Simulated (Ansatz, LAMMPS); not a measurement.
# Elastic response of glassy 56SiO2-19BaO-25CaO (mol %) (82 atoms), part 3 of 3

Aim: relax glassy 56SiO2-19BaO-25CaO (mol %) (82 atoms), then change its volume and shape to read moduli from the stress.

Ansatz 0.2.0; Kohn-Sham DFT, PBE, PAW (set soft_2), plane waves.

The cell: 18 Si, 6 Ba, 8 Ca and 50 O. The quench rate of 10 K/ps far exceeds what a furnace or splat quench reaches. The starting topology of bonds comes from the classical model. Only the Γ point is sampled. The levels lack spin–orbit coupling.

So far. Step 10 (Stretched by 1 % along x): The relaxation converged after 5 steps, 0.0523 eV below its start, with a largest force component of 0.035 eV/Å. Step 10 (Stretched by 1 % along x): Stretched by 1 % along x: the energy stands 0.0356 eV above that of the reference, at a pressure of -0.553 GPa.

### Step 11. Compressed by 1 % along x

The relaxed cell is strained along x alone, which gives the stiffness along x and its coupling to y and z.

input.yaml reads:

```yaml
crystal:
  lattice:
    - [10.50937, -0.00036, -0.02863]
    - [-0.00036, 10.83614, 0.28371]
    - [-0.02834, 0.28371, 10.64579]
  atoms:
    [... the 82 atom lines of step 4 ...]
kpoints:
  mp_grid: { grid: [1, 1, 1] }
hamiltonian:
  xc: pbe
scf:
  occupations: { method: fermi_dirac, width: 0.05 }
output:
  forces: true
  eigenvalues: true
  stress: true
relax:
  f_tol: 0.05
  max_steps: 70
```

The run is started by

```
ansatz run input.yaml --threads 4 --pin off --max-ram 8192MiB --backend cpu --events-out ev --progress --plain --runs-dir out
```

Numbers of over 12 decimals in the logs are rounded to 6 here.

What it wrote:

```text
[...]
Crystal: 82 atoms, lattice volume = 1211.499 Å³
Basis set: ecut = 420 eV, 23681 PW (Γ), exchange–correlation on 144×150×144 points (8 copies of the dense FFT grid, shifted against one another)
Bands: 338, of which v1, the nominal top of the filled ones, is band 256 counted from 1 (255 counted from 0)
Symmetry: 1 space group operations
[...]
k-points: 1
[...]
SCF iter   1: F=—  HF=-90159.831921 eV  |F-HF|=—  |Δ(HF+E_count)|=         —  Δρ=1.79e-3  dr2=4.40e-2  ethr=1.77e-3  ⟨swp⟩=7.0  Hψ=1689  notcnv=0  defer=58
[...]
SCF iter   5: F=-90159.845611 eV  HF=-90159.845636 eV  |F-HF|=2.50e-5  |Δ(HF+E_count)|=   6.51e-5  Δρ=7.26e-5  dr2=5.52e-5  ethr=3.69e-8  ⟨swp⟩=2.0  Hψ=467  notcnv=0  defer=70
SCF iter   6: F=-90159.845636 eV  HF=-90159.845636 eV  |F-HF|=7.16e-8  |Δ(HF+E_count)|=   1.93e-7  Δρ=2.53e-5  dr2=7.15e-6  ethr=1.08e-8  ⟨swp⟩=15.0  Hψ=2172  notcnv=0
SCF 1 converged in 6 iterations: F = -90159.845636 eV  dr2 = 7.15e-6
[...]
relax step   1: F+E_penalty+E_count = -90159.84563571 eV  Δ(F+E_penalty+E_count) = +0.000e0 eV  max|allowed force component| = 4.733e-1 eV/Å  Δτ_max = 0.0000 Å  (6 SCF iters, dr2 threshold 6.25e-5 eV, accepted)
[...]
relax step   2: F+E_penalty+E_count = -90159.86946400 eV  Δ(F+E_penalty+E_count) = -2.383e-2 eV  max|allowed force component| = 2.693e-1 eV/Å  Δτ_max = 0.0536 Å  (6 SCF iters, dr2 threshold 1.40e-5 eV, accepted)
[...]
relax step   3: F+E_penalty+E_count = -90159.89494353 eV  Δ(F+E_penalty+E_count) = -2.548e-2 eV  max|allowed force component| = 1.153e-1 eV/Å  Δτ_max = 0.0290 Å  (6 SCF iters, dr2 threshold 4.53e-6 eV, accepted)
relax step   4: F+E_penalty+E_count = -90159.83402510 eV  Δ(F+E_penalty+E_count) = +6.092e-2 eV  max|allowed force component| = 3.451e-1 eV/Å  Δτ_max = 0.1339 Å  (9 SCF iters, rejected (line search))
relax step   5: F+E_penalty+E_count = -90159.90246399 eV  Δ(F+E_penalty+E_count) = -7.520e-3 eV  max|allowed force component| = 5.950e-2 eV/Å  Δτ_max = 0.0198 Å  (9 SCF iters, accepted)
relax step   6: F+E_penalty+E_count = -90159.90192332 eV  Δ(F+E_penalty+E_count) = +5.407e-4 eV  max|allowed force component| = 5.189e-2 eV/Å  Δτ_max = 0.0220 Å  (7 SCF iters, rejected (line search))
[...]
relax step   7: F+E_penalty+E_count = -90159.90398092 eV  Δ(F+E_penalty+E_count) = -1.517e-3 eV  max|allowed force component| = 2.719e-2 eV/Å  Δτ_max = 0.0107 Å  (7 SCF iters, accepted)
SCF converged after 7 iterations
Free energy (F): -90159.903981 eV
[...]
Internal energy: -90159.903981 eV  (E = F + TS)
E sigma→0 (E₀):  -90159.903981 eV
Fermi energy:    7.083337 eV
[...]
Σ components = -90159.903981   (vs F -90159.903981, Δ=0.00e0)
--- Forces (eV/Å), atoms counted from 1 ---
  atom   1  Si     0.00899410     0.00507222    -0.01924963
  atom   2  Si     0.01797259     0.00606966    -0.00569723
  atom   3  Si    -0.00809532     0.01802119    -0.00216405
  atom   4  Si     0.00588444     0.01078658     0.00495336
[...]
atom  82  O     -0.00430360     0.00154051    -0.00185551
  max |Σ_I F_I| component: 1.27e-4 eV/Å
--- Stress (GPa, compression-positive) ---
        1.056857      -0.070767      -0.071626
       -0.070765       0.365859       0.036490
       -0.071625       0.036490       0.268632
  P = ⅓ Tr σ = 0.5638 GPa (5.638 kbar)
--- Band table (eV) ---
[...]
--- Relaxed structure (7 steps of the walk, 5 accepted, 0 SCFs on fresh bases) ---
  F+E_penalty+E_count = -90159.90398092 eV   max|allowed force component| = 2.719e-2 eV/Å
  atoms:
    - { symbol: Si, position: [0.173424, 0.800706, 0.753656] }
    - { symbol: Si, position: [0.823235, 0.078151, 0.801569] }
    - { symbol: Si, position: [0.452930, 0.071248, 0.765477] }
    - { symbol: Si, position: [0.633916, 0.345867, 0.460407] }
[...]
- { symbol: O, position: [0.937753, 0.621451, 0.465614] }
```

The job ended after 1.8 min (4 threads of Arm Neoverse V1, shared host; peak memory 1.5 GiB; 6.6 min of CPU time).

The relaxation converged after 7 steps, 0.0583 eV below its start, with a largest force component of 0.027 eV/Å.

Compressed by 1 % along x: the energy stands 0.0387 eV above that of the reference, at a pressure of 0.564 GPa.

### Step 12. Sheared by 2 % in xy

A shear of the relaxed cell gives the modulus that volume changes can't reach.

input.yaml, the sections that differ from step 11:

```yaml
crystal:
  lattice:
    - [10.61553, 0.1058, -0.02863]
    - [0.108, 10.83614, 0.28371]
    - [-0.02579, 0.28342, 10.64579]
  atoms:
    [... the 82 atom lines of step 4 ...]
# kpoints, hamiltonian, scf, output, relax: as in step 11
```

What it wrote:

```text
[...]
Crystal: 82 atoms, lattice volume = 1223.615 Å³
Basis set: ecut = 420 eV, 23923 PW (Γ), exchange–correlation on 144×150×144 points (8 copies of the dense FFT grid, shifted against one another)
Bands: 338, of which v1, the nominal top of the filled ones, is band 256 counted from 1 (255 counted from 0)
Symmetry: 1 space group operations
[...]
k-points: 1
[...]
SCF iter   1: F=—  HF=-90159.800191 eV  |F-HF|=—  |Δ(HF+E_count)|=         —  Δρ=1.78e-3  dr2=4.47e-2  ethr=1.77e-3  ⟨swp⟩=7.0  Hψ=1689  notcnv=0  defer=58
[...]
SCF iter   6: F=-90159.813890 eV  HF=-90159.813889 eV  |F-HF|=5.54e-7  |Δ(HF+E_count)|=   3.82e-7  Δρ=2.45e-5  dr2=6.94e-6  ethr=1.17e-8  ⟨swp⟩=15.0  Hψ=2156  notcnv=0
SCF 1 converged in 6 iterations: F = -90159.813890 eV  dr2 = 6.94e-6
[...]
relax step   1: F+E_penalty+E_count = -90159.81388966 eV  Δ(F+E_penalty+E_count) = +0.000e0 eV  max|allowed force component| = 4.712e-1 eV/Å  Δτ_max = 0.0000 Å  (6 SCF iters, dr2 threshold 6.25e-5 eV, accepted)
[...]
relax step   2: F+E_penalty+E_count = -90159.84451143 eV  Δ(F+E_penalty+E_count) = -3.062e-2 eV  max|allowed force component| = 4.428e-1 eV/Å  Δτ_max = 0.0651 Å  (6 SCF iters, dr2 threshold 1.39e-5 eV, accepted)
[...]
relax step   3: F+E_penalty+E_count = -90159.88305097 eV  Δ(F+E_penalty+E_count) = -3.854e-2 eV  max|allowed force component| = 1.822e-1 eV/Å  Δτ_max = 0.0389 Å  (5 SCF iters, dr2 threshold 1.23e-5 eV, accepted)
relax step   4: F+E_penalty+E_count = -90159.86252849 eV  Δ(F+E_penalty+E_count) = +2.052e-2 eV  max|allowed force component| = 3.018e-1 eV/Å  Δτ_max = 0.0854 Å  (7 SCF iters, dr2 threshold 5.62e-6 eV, rejected (line search))
[...]
relax step   5: F+E_penalty+E_count = -90159.89234596 eV  Δ(F+E_penalty+E_count) = -9.295e-3 eV  max|allowed force component| = 4.374e-2 eV/Å  Δτ_max = 0.0249 Å  (9 SCF iters, accepted)
SCF converged after 9 iterations
Free energy (F): -90159.892346 eV
[...]
Internal energy: -90159.892346 eV  (E = F + TS)
E sigma→0 (E₀):  -90159.892346 eV
Fermi energy:    6.959565 eV
[...]
--- Forces (eV/Å), atoms counted from 1 ---
  atom   1  Si    -0.00972193    -0.01871221     0.00251329
  atom   2  Si     0.02411012    -0.00542858    -0.00937755
  atom   3  Si    -0.00535630    -0.01826262    -0.01335654
  atom   4  Si     0.01761987    -0.00174196    -0.02453733
  atom   5  Si     0.01838777     0.02628920     0.00834332
  atom   6  Si    -0.00304942     0.00824161     0.00693806
  atom   7  Si    -0.03707550    -0.01235527    -0.00372571
  atom   8  Si     0.01521894     0.01894921     0.03115269
  atom   9  Si    -0.00632960     0.01602388     0.01916171
  atom  10  Si     0.03433543     0.00664759     0.00082458
  atom  11  Si    -0.00533942    -0.01093404    -0.02145949
  atom  12  Si     0.01544242    -0.00655562    -0.00445587
  atom  13  Si    -0.02737626    -0.01174092     0.01459381
  atom  14  Si     0.02108747    -0.02361607    -0.00201061
[...]
atom  81  O      0.00011312    -0.00389647    -0.00328589
  atom  82  O     -0.00094601     0.00594565     0.00069870
  max |Σ_I F_I| component: 5.68e-5 eV/Å
--- Stress (GPa, compression-positive) ---
        0.136167      -0.701880       0.025543
       -0.701878       0.088709      -0.028731
        0.025544      -0.028731      -0.017264
  P = ⅓ Tr σ = 0.0692 GPa (0.692 kbar)
--- Band table (eV) ---
[...]
--- Relaxed structure (5 steps of the walk, 4 accepted, 0 SCFs on fresh bases) ---
  F+E_penalty+E_count = -90159.89234596 eV   max|allowed force component| = 4.374e-2 eV/Å
  atoms:
    - { symbol: Si, position: [0.172505, 0.801349, 0.752472] }
    - { symbol: Si, position: [0.823676, 0.078302, 0.801508] }
    - { symbol: Si, position: [0.453760, 0.071008, 0.766121] }
    - { symbol: Si, position: [0.633590, 0.346180, 0.461120] }
[...]
- { symbol: O, position: [0.936554, 0.623375, 0.464176] }
```

The job ended after 77 s (4 threads; peak memory 1.5 GiB).

The relaxation converged after 5 steps, 0.0785 eV below its start, with a largest force component of 0.044 eV/Å.

Sheared by 2 % in xy: the energy stands 0.0503 eV above that of the reference, at a pressure of 0.0692 GPa.

### Step 13. Pressure against volume

Atoms are relaxed at each volume, in the scaled cell.

```
volume change (%)  volume (Å³/atom)  energy change (meV/atom)  pressure (GPa)  largest move on relaxing (Å)  bonds  gap (eV)
              -10            13.431                     26.91            6.27                          0.41    167                4.21
               -6            14.028                      9.09            3.42                          0.21    165                4.06
               -3            14.476                      2.12            1.61                          0.10    161                3.97
               +0            14.924                      0.00            0.01                             -    156                3.87
               +3            15.371                      1.87           -1.30                          0.12    152                3.79
               +6            15.819                      6.86           -2.28                          0.41    150                3.76
```

### Step 14. Uniaxial strain and shear

Stress (GPa, compression positive) less that of the relaxed cell, atoms relaxed:

```
                   strain      xx      yy      zz      xy  energy change (meV/atom)
 stretched by 1 % along x  -1.095  -0.343  -0.256   0.052                      0.43
compressed by 1 % along x   1.037   0.356   0.265  -0.065                      0.47
     sheared by 2 % in xy   0.116   0.078  -0.020  -0.696                      0.61
```

### Step 15. Outcome

The bulk modulus, from the slope of pressure against ln V over the three points nearest the relaxed volume, is 48.4 GPa; a quadratic over all points gives a pressure derivative of about 4.9. The count of bonds runs from 150 to 167 over the series, so at some points contacts cross the cutoffs. The gap goes from 4.21 eV at the smallest volume to 3.76 eV at the largest, -2.8 eV per unit of ln V by a straight line, on the run's k-points. In the Cartesian axes of the cell, finite differences give C11 = 107, C12 = 34.9, C13 = 26.0 and C66 = 34.8 GPa (the shear of 2 % is the engineering strain, εxy = 0.01). The mean of C11, C12 and C13, which equals the bulk modulus in a cubic or isotropic solid, is 55.9 GPa: it lies 15 % over the bulk modulus from the volumes. For an isotropic solid C66 would equal (C11 − C12)/2 = 35.8 GPa; so small a sample needn't be isotropic, and C66 rests on one shear. With the bulk modulus and C66 as K and G, Young's modulus would be about 84 GPa and Poisson's ratio 0.21.

**Limits.** Strains are finite and relaxations stop at the force tolerance of the input, which can leave moduli too stiff; they are those of a static cell at zero temperature. Volumes are changed with the cell's shape held, so in an anisotropic solid the modulus lies over the one under free hydrostatic load. The program notes that the SCF threshold of the relaxations is loose for the stress.

The DFT runs together took 23 min of wall time.

[Logs are printed without paths, hosts, clocks, repeated set-up lines and the standing remarks that a program may print on its own settings, such as how far it seeks lower states.]

[Hosts, paths, dates, database ids (printed as entryN), source tags and the programs' standing remarks are cut or masked in the printed files.]
